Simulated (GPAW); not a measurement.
# Screening of a field by a 9-layer slab of Ca(110)

Aim: the dipole that a field along the normal induces in a 9-layer slab of Ca(110).

Calculated with GPAW 26.7.0; GPAW, PAW setups; slab in vacuum, relaxation, in the first sound run; inputs show where later runs differ.

Report form: the programs' logs are mostly left out.

### Step 1. The structure

The cell holds 9 atoms: 9 Ca. Its edges and angles: a = 5.580 Å, b = 3.946 Å, c = 33.783 Å, α = 90.0°, β = 90.0°, γ = 90.0°. Vacuum lies along c.

### Step 2. Relaxing the atoms

The atoms are relaxed first, since the surface dipole, and with it the work function, follows the positions of the outer layers. The lowest 4 atoms are held at bulk positions and keep their forces.

Contents of run.py:

```python
import json
import numpy as np
from ase import Atoms
from ase.constraints import FixAtoms
from ase.optimize import BFGS
from gpaw import GPAW, PW

slab = Atoms(
    ['Ca', 'Ca', 'Ca', 'Ca', 'Ca', 'Ca', 'Ca', 'Ca', 'Ca'],
    positions=[
        [0.00000, 0.00000, 9.00000],
        [2.79000, 1.97283, 10.97283],
        [0.00000, 0.00000, 12.94566],
        [2.79000, 1.97283, 14.91848],
        [0.00000, 0.00000, 16.89131],
        [2.79000, 1.97283, 18.86414],
        [0.00000, 0.00000, 20.83697],
        [2.79000, 1.97283, 22.80980],
        [0.00000, 0.00000, 24.78262]],
    cell=[[5.58, 0.0, 0.0], [0.0, 3.94566, 0.0], [0.0, 0.0, 33.78262]],
    pbc=[True, True, False])

slab.calc = GPAW(mode=PW(400), xc='PBE', kpts={'size': (6, 8, 1), 'gamma': True},
                 occupations={'name': 'fermi-dirac', 'width': 0.1}, nbands='160%',
                 convergence={'density': 1e-05}, maxiter=200,
                 poissonsolver={'dipolelayer': 'xy'},
                 symmetry={'tolerance': 1e-3, 'extra_ids': [1, 1, 1, 1, 0, 0, 0, 0, 0]}, txt='slab.txt')
result = {}
slab.set_constraint(FixAtoms([0, 1, 2, 3]))
path = []
opt = BFGS(slab, maxstep=0.2)
opt.attach(lambda: path.append((slab.get_potential_energy(), slab.positions.tolist(), slab.get_forces().tolist())))
result['relaxed'] = bool(opt.run(fmax=0.03, steps=40))
result['path'] = path
energy = slab.get_potential_energy()
fermi = slab.calc.get_fermi_level()
v = slab.calc.get_electrostatic_potential().mean((0, 1)) - fermi
n = slab.calc.get_pseudo_density().mean((0, 1))
L = slab.cell[2, 2]
z = np.arange(len(v)) * L / len(v)
low, high = slab.positions[:, 2].min(), slab.positions[:, 2].max()
below, above = np.interp([low - 6.8, high + 6.8], z, v)
slopes = [np.interp(x, z, np.gradient(v, z)) for x in (low - 6.8, high + 6.8)]
eps = np.array([[slab.calc.get_eigenvalues(k, s) for k in range(len(slab.calc.get_ibz_k_points()))]
                for s in range(slab.calc.get_number_of_spins())]) - fermi
top, bottom = eps[eps < 0].max(), eps[eps > 0].min()
dipole = slab.get_dipole_moment()[2]
print(f'energy {energy:.4f} eV, Fermi level {fermi:.4f} eV, dipole {dipole:.5f} e A')
print(f'potential 6.8 A off the faces, from the Fermi level: lower {below:.4f} eV, upper {above:.4f} eV')
print(f'slope of the potential there: lower {slopes[0]:.5f}, upper {slopes[1]:.5f} eV/A')
print(f'nearest levels on the mesh: {top:.4f} and {bottom:.4f} eV')
print('magnetic moment', round(slab.get_magnetic_moment(), 3))
result.update(energy=energy, fermi=fermi, dipole=dipole, below=below, above=above, slopes=slopes, edges=[top, bottom],
              z=z.tolist(), v=v.tolist(), n=n.tolist(), positions=slab.positions.tolist(),
              forces=slab.get_forces(apply_constraint=False).tolist(), moments=slab.get_magnetic_moments().tolist())
json.dump(result, open('result.json', 'w'))
```

Command:

```bash
$ OMP_NUM_THREADS=1 OPENBLAS_NUM_THREADS=1 python run.py
```

It took 35 min on 1 thread of Arm Neoverse V2, shared host; peak memory 0.69 GiB.

The steps of the relaxation:

```tsv
step	energy less that of the first step (eV)	largest force (eV/Å)
1	0.0000	0.1154
2	-0.0003	0.1133
3	-0.0061	0.0459
4	-0.0062	0.0410
5	-0.0066	0.0290
```

The atoms that moved most (Å):

```tsv
atom	dx	dy	dz	length
Ca9	0.000	0.000	-0.076	0.076
Ca7	0.000	0.000	0.035	0.035
Ca8	0.000	0.000	-0.009	0.009
```

Final coordinates:

```xyz
9
Lattice="5.5800 0.0000 0.0000 0.0000 3.9457 0.0000 0.0000 0.0000 33.7826" Properties=species:S:1:pos:R:3
Ca    0.0000    0.0000    9.0000
Ca    2.7900    1.9728   10.9728
Ca    0.0000    0.0000   12.9457
Ca    2.7900    1.9728   14.9185
Ca    0.0000    0.0000   16.8936
Ca    2.7900    1.9728   18.8668
Ca    0.0000    0.0000   20.8718
Ca    2.7900    1.9728   22.8006
Ca    0.0000    0.0000   24.7065
```

Numbers from this step:

```
dipole along the normal                    : -5.48e-4 e·Å
levels nearest the Fermi level on the mesh : -0.001923, 0.001601 eV from the Fermi level
upper work function                        : 2.821 eV
lower work function                        : 2.816 eV
```

The electrostatic potential energy of an electron (without an applied field's), less the Fermi level, planar mean oscillates, so the rows of the table below give means over windows of 2.01 Å about each position, cut where the curve ends. Its maxima inside the range that stand out by 2 % of the span (Å: eV): 10.0: -0.980, 11.9: -0.853, 13.9: -0.864, 15.9: -0.864, 17.8: -0.883, 19.8: -0.742, 21.9: -1.00, 23.8: -1.23. Its minima: 9.0: -6.45, 10.9: -5.97, 13.0: -6.21, 14.9: -6.21, 16.9: -6.24, 18.9: -6.21, 20.9: -6.23, 22.8: -6.22, 24.7: -6.51.

The electrostatic potential energy of an electron (without an applied field's), less the Fermi level, planar mean by z; means over each step:

```tsv
z (Å)	electrostatic potential energy of an electron (without an applied field's), less the Fermi level, planar mean (eV)
1.00	2.82
3.01	2.82
5.02	2.80
7.03	2.10
9.04	-3.11
11.05	-3.10
13.06	-3.14
15.07	-3.15
17.08	-3.15
19.09	-3.10
21.10	-3.18
23.11	-3.29
25.12	-2.55
27.13	2.49
29.14	2.81
31.15	2.82
33.16	2.82
```

The pseudo valence density, planar mean oscillates, so the rows of the table below give means over windows of 1.9 Å about each position, cut where the curve ends. Its maxima inside the range that stand out by 2 % of the span (Å: e/Å³): 9.1: 0.428, 11.0: 0.449, 12.9: 0.439, 15.0: 0.438, 16.9: 0.448, 18.8: 0.437, 20.9: 0.446, 22.8: 0.451, 24.7: 0.440. Its minima: 9.9: 0.0821, 12.0: 0.0824, 13.9: 0.0801, 15.8: 0.0821, 17.9: 0.0819, 19.8: 0.0771, 21.7: 0.0887, 23.9: 0.0934.

Pseudo valence density, planar mean against z; means over each step:

z (Å), pseudo valence density, planar mean (e/Å³) and a bar:
```
     2.85      0.000 
     4.75      0.000 
     6.65      0.005 #
     8.55      0.202 ##########################
    10.45      0.231 #############################
    12.35      0.229 #############################
    14.25      0.227 #############################
    16.15      0.225 #############################
    18.05      0.224 ############################
    19.95      0.216 ###########################
    21.85      0.232 ##############################
    23.75      0.236 ##############################
    25.65      0.120 ###############
    27.55      0.003 
    29.45      0.000 
    31.35      0.000
```

The relaxation lowered the energy of the cell by 0.00657 eV (energies extrapolated to zero smearing; the optimiser's log prints free energies). The largest force left on a free atom is 0.029 eV/Å.

### Step 3. The slab's potential

With the geometry fixed, the planar mean of the potential gives the vacuum level on each side.

This step: GPAW, PAW setups; slab in vacuum (GPAW 26.7.0).

Edit run.py of step 2 so:

```diff
@@ -3,4 +3,2 @@
 from ase import Atoms
-from ase.constraints import FixAtoms
-from ase.optimize import BFGS
 from gpaw import GPAW, PW
@@ -14,7 +12,7 @@
         [2.79000, 1.97283, 14.91848],
-        [0.00000, 0.00000, 16.89131],
-        [2.79000, 1.97283, 18.86414],
-        [0.00000, 0.00000, 20.83697],
-        [2.79000, 1.97283, 22.80980],
-        [0.00000, 0.00000, 24.78262]],
+        [0.00000, 0.00000, 16.89356],
+        [2.79000, 1.97283, 18.86677],
+        [0.00000, -0.00000, 20.87184],
+        [2.79000, 1.97283, 22.80063],
+        [-0.00000, 0.00000, 24.70653]],
     cell=[[5.58, 0.0, 0.0], [0.0, 3.94566, 0.0], [0.0, 0.0, 33.78262]],
@@ -26,10 +24,4 @@
                  poissonsolver={'dipolelayer': 'xy'},
-                 symmetry={'tolerance': 1e-3, 'extra_ids': [1, 1, 1, 1, 0, 0, 0, 0, 0]}, txt='slab.txt')
+                 symmetry={'tolerance': 1e-3}, txt='slab.txt')
 result = {}
-slab.set_constraint(FixAtoms([0, 1, 2, 3]))
-path = []
-opt = BFGS(slab, maxstep=0.2)
-opt.attach(lambda: path.append((slab.get_potential_energy(), slab.positions.tolist(), slab.get_forces().tolist())))
-result['relaxed'] = bool(opt.run(fmax=0.03, steps=40))
-result['path'] = path
 energy = slab.get_potential_energy()
```

Elapsed: 10 min, on 1 thread; peak memory 0.67 GiB.

Numbers from this step:

| Property | Result |
| --- | --- |
| dipole along the normal | -5.84e-4 e·Å |
| levels nearest the Fermi level on the mesh | -0.001919, 0.001590 eV from the Fermi level |

The electrostatic potential energy of an electron (without an applied field's), less the Fermi level, planar mean oscillates, so the rows of the table below give means over windows of 2.01 Å about each position, cut where the curve ends. Its maxima inside the range that stand out by 2 % of the span (Å: eV): 10.0: -0.980, 11.9: -0.853, 13.9: -0.864, 15.9: -0.864, 17.8: -0.883, 19.8: -0.742, 21.9: -1.00, 23.8: -1.23. Its minima: 9.0: -6.45, 10.9: -5.97, 13.0: -6.21, 14.9: -6.21, 16.9: -6.24, 18.9: -6.21, 20.9: -6.23, 22.8: -6.22, 24.7: -6.51.

The electrostatic potential energy of an electron (without an applied field's), less the Fermi level, planar mean by z; means over each step:

(Unchanged from step 2.)

The pseudo valence density, planar mean oscillates, so the rows of the table below give means over windows of 1.9 Å about each position, cut where the curve ends. Its maxima inside the range that stand out by 2 % of the span (Å: e/Å³): 9.1: 0.428, 11.0: 0.449, 12.9: 0.439, 15.0: 0.438, 16.9: 0.448, 18.8: 0.437, 20.9: 0.446, 22.8: 0.451, 24.7: 0.440. Its minima: 9.9: 0.0821, 12.0: 0.0824, 13.9: 0.0801, 15.8: 0.0821, 17.9: 0.0819, 19.8: 0.0771, 21.7: 0.0887, 23.9: 0.0934.

The pseudo valence density, planar mean by z; means over each step:

```tsv
z (Å)	pseudo valence density, planar mean (e/Å³)
2.85	6.6e-6
4.75	2.3e-4
6.65	0.00539
8.55	0.202
10.45	0.231
12.35	0.229
14.25	0.227
16.15	0.225
18.05	0.224
19.95	0.216
21.85	0.232
23.75	0.236
25.65	0.120
27.55	0.00255
29.45	9.2e-5
31.35	2.6e-6
```

Force by atom:

```tsv
atom	x (eV/Å)	y (eV/Å)	z (eV/Å)	size
Ca1	0.000	0.000	0.115	0.115
Ca2	0.000	0.000	0.009	0.009
Ca3	0.000	0.000	-0.066	0.066
Ca4	0.000	0.000	0.004	0.004
Ca5	0.000	0.000	0.008	0.008
Ca6	0.000	0.000	0.007	0.007
Ca7	0.000	0.000	-0.029	0.029
Ca8	0.000	0.000	-0.021	0.021
Ca9	0.000	0.000	-0.027	0.027
```

The potential is flat to 1.1e-4 eV/Å where it is read, so the vacuum is wide enough.

### Step 4. Field on

A uniform field along the normal polarises the slab; the atoms stay fixed, so this is the electronic response alone.

Edit run.py of step 3 so:

```diff
@@ -4,2 +4,3 @@
 from gpaw import GPAW, PW
+from gpaw.external import ConstantElectricField
 
@@ -24,2 +25,3 @@
                  poissonsolver={'dipolelayer': 'xy'},
+                 external=ConstantElectricField(-0.2, [0, 0, 1]),
                  symmetry={'tolerance': 1e-3}, txt='slab.txt')
```

Run time: 16 min. Hardware: 1 thread; peak memory 0.81 GiB.

This step gave:

```yaml
dipole_along_the_normal: -0.4986 e·Å
levels_nearest_the_fermi_level_on_the_mesh: -0.001637, 0.002420 eV from the Fermi level
potential_below_the_slab_the_applied_field_s_own_ramp_left_out: 0.7813 eV from the Fermi level
potential_above_the_slab_the_applied_field_s_own_ramp_left_out: 4.879 eV from the Fermi level
```

The electrostatic potential energy of an electron (without an applied field's), less the Fermi level, planar mean oscillates, so the rows of the table below give means over windows of 2.01 Å about each position, cut where the curve ends. Its maxima inside the range that stand out by 2 % of the span (Å: eV): 10.0: -2.35, 11.9: -1.85, 13.9: -1.46, 15.9: -1.05, 17.8: -0.694, 19.8: -0.150, 21.9: -0.00892, 23.8: 0.135, 32.0: 4.88. Its minima: 9.0: -8.04, 10.9: -7.17, 13.0: -6.99, 14.9: -6.61, 16.9: -6.24, 18.9: -5.81, 20.9: -5.43, 22.8: -5.03, 24.7: -4.95.

Table of electrostatic potential energy of an electron (without an applied field's), less the Fermi level, planar mean by z; means over each step:

```tsv
z (Å)	electrostatic potential energy of an electron (without an applied field's), less the Fermi level, planar mean (eV)
1.00	0.972
3.01	0.781
5.02	0.768
7.03	0.167
9.04	-4.69
11.05	-4.27
13.06	-3.90
15.07	-3.51
17.08	-3.11
19.09	-2.66
21.10	-2.33
23.11	-2.05
25.12	-0.894
27.13	4.47
29.14	4.86
31.15	4.88
33.16	4.75
```

Force by atom:

```tsv
atom	x (eV/Å)	y (eV/Å)	z (eV/Å)	size
Ca1	0.000	0.000	0.111	0.111
Ca2	0.000	0.000	0.010	0.010
Ca3	0.000	0.000	-0.066	0.066
Ca4	0.000	0.000	0.003	0.003
Ca5	0.000	0.000	0.008	0.008
Ca6	0.000	0.000	0.006	0.006
Ca7	0.000	0.000	-0.028	0.028
Ca8	0.000	0.000	-0.019	0.019
Ca9	0.000	0.000	-0.027	0.027
```

The dipole is now -0.499 e Å, against -5.8e-4 in the run without a field.

### Step 5. Field on

Edit run.py of step 4 so:

```diff
@@ -25,3 +25,3 @@
                  poissonsolver={'dipolelayer': 'xy'},
-                 external=ConstantElectricField(-0.2, [0, 0, 1]),
+                 external=ConstantElectricField(-0.1, [0, 0, 1]),
                  symmetry={'tolerance': 1e-3}, txt='slab.txt')
```

It took 14 min on 1 thread; peak memory 0.81 GiB.

This step gave:

| Quantity | Value |
| --- | --- |
| dipole along the normal | -0.2495 e·Å |
| levels nearest the Fermi level on the mesh | -0.001841, 0.001874 eV from the Fermi level |
| potential below the slab, the applied field's own ramp left out | 1.794 eV from the Fermi level |
| potential above the slab, the applied field's own ramp left out | 3.845 eV from the Fermi level |

The electrostatic potential energy of an electron (without an applied field's), less the Fermi level, planar mean oscillates, so the rows of the table below give means over windows of 2.01 Å about each position, cut where the curve ends. Its maxima inside the range that stand out by 2 % of the span (Å: eV): 10.0: -1.66, 11.9: -1.35, 13.9: -1.16, 15.9: -0.959, 17.8: -0.789, 19.8: -0.446, 21.9: -0.506, 23.8: -0.548, 32.2: 3.84. Its minima: 9.0: -7.24, 10.9: -6.57, 13.0: -6.60, 14.9: -6.41, 16.9: -6.24, 18.9: -6.01, 20.9: -5.83, 22.8: -5.63, 24.7: -5.73.

Table of electrostatic potential energy of an electron (without an applied field's), less the Fermi level, planar mean by z; means over each step:

```tsv
z (Å)	electrostatic potential energy of an electron (without an applied field's), less the Fermi level, planar mean (eV)
1.00	1.89
3.01	1.79
5.02	1.78
7.03	1.13
9.04	-3.90
11.05	-3.69
13.06	-3.52
15.07	-3.33
17.08	-3.13
19.09	-2.88
21.10	-2.75
23.11	-2.67
25.12	-1.72
27.13	3.48
29.14	3.83
31.15	3.84
33.16	3.78
```

Force by atom:

```tsv
atom	x (eV/Å)	y (eV/Å)	z (eV/Å)	size
Ca1	0.000	0.000	0.114	0.114
Ca2	0.000	0.000	0.010	0.010
Ca3	0.000	0.000	-0.066	0.066
Ca4	0.000	0.000	0.004	0.004
Ca5	0.000	0.000	0.008	0.008
Ca6	0.000	0.000	0.007	0.007
Ca7	0.000	0.000	-0.028	0.028
Ca8	0.000	0.000	-0.020	0.020
Ca9	0.000	0.000	-0.028	0.028
```

The dipole is now -0.249 e Å, against -5.8e-4 in the run without a field.

### Step 6. Field on

Edit run.py of step 5 so:

```diff
@@ -25,3 +25,3 @@
                  poissonsolver={'dipolelayer': 'xy'},
-                 external=ConstantElectricField(-0.1, [0, 0, 1]),
+                 external=ConstantElectricField(-0.05, [0, 0, 1]),
                  symmetry={'tolerance': 1e-3}, txt='slab.txt')
```

It took 17 min on 1 thread; peak memory 0.81 GiB.

The electrostatic potential energy of an electron (without an applied field's), less the Fermi level, planar mean oscillates, so the rows of the table below give means over windows of 2.01 Å about each position, cut where the curve ends. Its maxima inside the range that stand out by 2 % of the span (Å: eV): 10.0: -1.32, 11.9: -1.10, 13.9: -1.01, 15.9: -0.911, 17.8: -0.836, 19.8: -0.594, 21.9: -0.754, 23.8: -0.890, 32.2: 3.33. Its minima: 9.0: -6.85, 10.9: -6.27, 13.0: -6.41, 14.9: -6.31, 16.9: -6.24, 18.9: -6.11, 20.9: -6.03, 22.8: -5.92, 24.7: -6.12.

The electrostatic potential energy of an electron (without an applied field's), less the Fermi level, planar mean by z; means over each step:

```tsv
z (Å)	electrostatic potential energy of an electron (without an applied field's), less the Fermi level, planar mean (eV)
1.00	2.35
3.01	2.30
5.02	2.29
7.03	1.62
9.04	-3.51
11.05	-3.39
13.06	-3.33
15.07	-3.24
17.08	-3.14
19.09	-2.99
21.10	-2.97
23.11	-2.98
25.12	-2.14
27.13	2.98
29.14	3.32
31.15	3.33
33.16	3.30
```

### Step 7. Field on

Edit run.py of step 6 so:

```diff
@@ -25,3 +25,3 @@
                  poissonsolver={'dipolelayer': 'xy'},
-                 external=ConstantElectricField(-0.05, [0, 0, 1]),
+                 external=ConstantElectricField(0.05, [0, 0, 1]),
                  symmetry={'tolerance': 1e-3}, txt='slab.txt')
```

Elapsed: 14 min, on 1 thread; peak memory 0.81 GiB.

The electrostatic potential energy of an electron (without an applied field's), less the Fermi level, planar mean oscillates, so the rows of the table below give means over windows of 2.01 Å about each position, cut where the curve ends. Its maxima inside the range that stand out by 2 % of the span (Å: eV): 1.8: 3.33, 10.0: -0.638, 11.9: -0.604, 13.9: -0.716, 15.9: -0.817, 17.8: -0.931, 19.8: -0.890, 21.9: -1.25, 23.8: -1.57. Its minima: 9.0: -6.05, 10.9: -5.67, 13.0: -6.02, 14.9: -6.11, 16.9: -6.24, 18.9: -6.31, 20.9: -6.43, 22.8: -6.52, 24.7: -6.90.

Table of electrostatic potential energy of an electron (without an applied field's), less the Fermi level, planar mean by z; means over each step:

z (Å), electrostatic potential energy of an electron (without an applied field's), less the Fermi level, planar mean (eV) and a bar from the least value:
```
     1.00       3.28 ##############################
     3.01       3.33 ##############################
     5.02       3.31 ##############################
     7.03       2.59 ###########################
     9.04      -2.72 ####
    11.05      -2.81 ###
    13.06      -2.94 ###
    15.07      -3.06 ##
    17.08      -3.16 ##
    19.09      -3.21 ##
    21.10      -3.39 #
    23.11      -3.60 
    25.12      -2.97 ###
    27.13       2.00 ########################
    29.14       2.31 ##########################
    31.15       2.31 ##########################
    33.16       2.35 ##########################
```

### Step 8. Field on

Edit run.py of step 7 so:

```diff
@@ -25,3 +25,3 @@
                  poissonsolver={'dipolelayer': 'xy'},
-                 external=ConstantElectricField(0.05, [0, 0, 1]),
+                 external=ConstantElectricField(0.1, [0, 0, 1]),
                  symmetry={'tolerance': 1e-3}, txt='slab.txt')
```

The job ended after 13 min (1 thread; peak memory 0.81 GiB).

The electrostatic potential energy of an electron (without an applied field's), less the Fermi level, planar mean oscillates, so the rows of the table below give means over windows of 2.01 Å about each position, cut where the curve ends. Its maxima inside the range that stand out by 2 % of the span (Å: eV): 1.8: 3.85, 10.0: -0.296, 11.9: -0.356, 13.9: -0.568, 15.9: -0.769, 17.8: -0.978, 19.8: -1.04, 21.9: -1.50, 23.8: -1.92. Its minima: 9.0: -5.66, 10.9: -5.37, 13.0: -5.82, 14.9: -6.01, 16.9: -6.24, 18.9: -6.41, 20.9: -6.63, 22.8: -6.81, 24.7: -7.29.

The electrostatic potential energy of an electron (without an applied field's), less the Fermi level, planar mean by z; means over each step:

```tsv
z (Å)	electrostatic potential energy of an electron (without an applied field's), less the Fermi level, planar mean (eV)
1.00	3.75
3.01	3.85
5.02	3.82
7.03	3.08
9.04	-2.33
11.05	-2.52
13.06	-2.75
15.07	-2.97
17.08	-3.17
19.09	-3.32
21.10	-3.60
23.11	-3.91
25.12	-3.38
27.13	1.51
29.14	1.80
31.15	1.81
33.16	1.87
```

The dipole is now 0.248 e Å, against -5.8e-4 in the run without a field.

(Part 1 of 2 ends here.)

[Logs are printed without paths, hosts, clocks, repeated set-up lines and the standing remarks that a program may print on its own settings, such as how far it seeks lower states.]

[Hosts, paths, dates, database ids (printed as entryN), source tags and the programs' standing remarks are cut or masked in the printed files.]
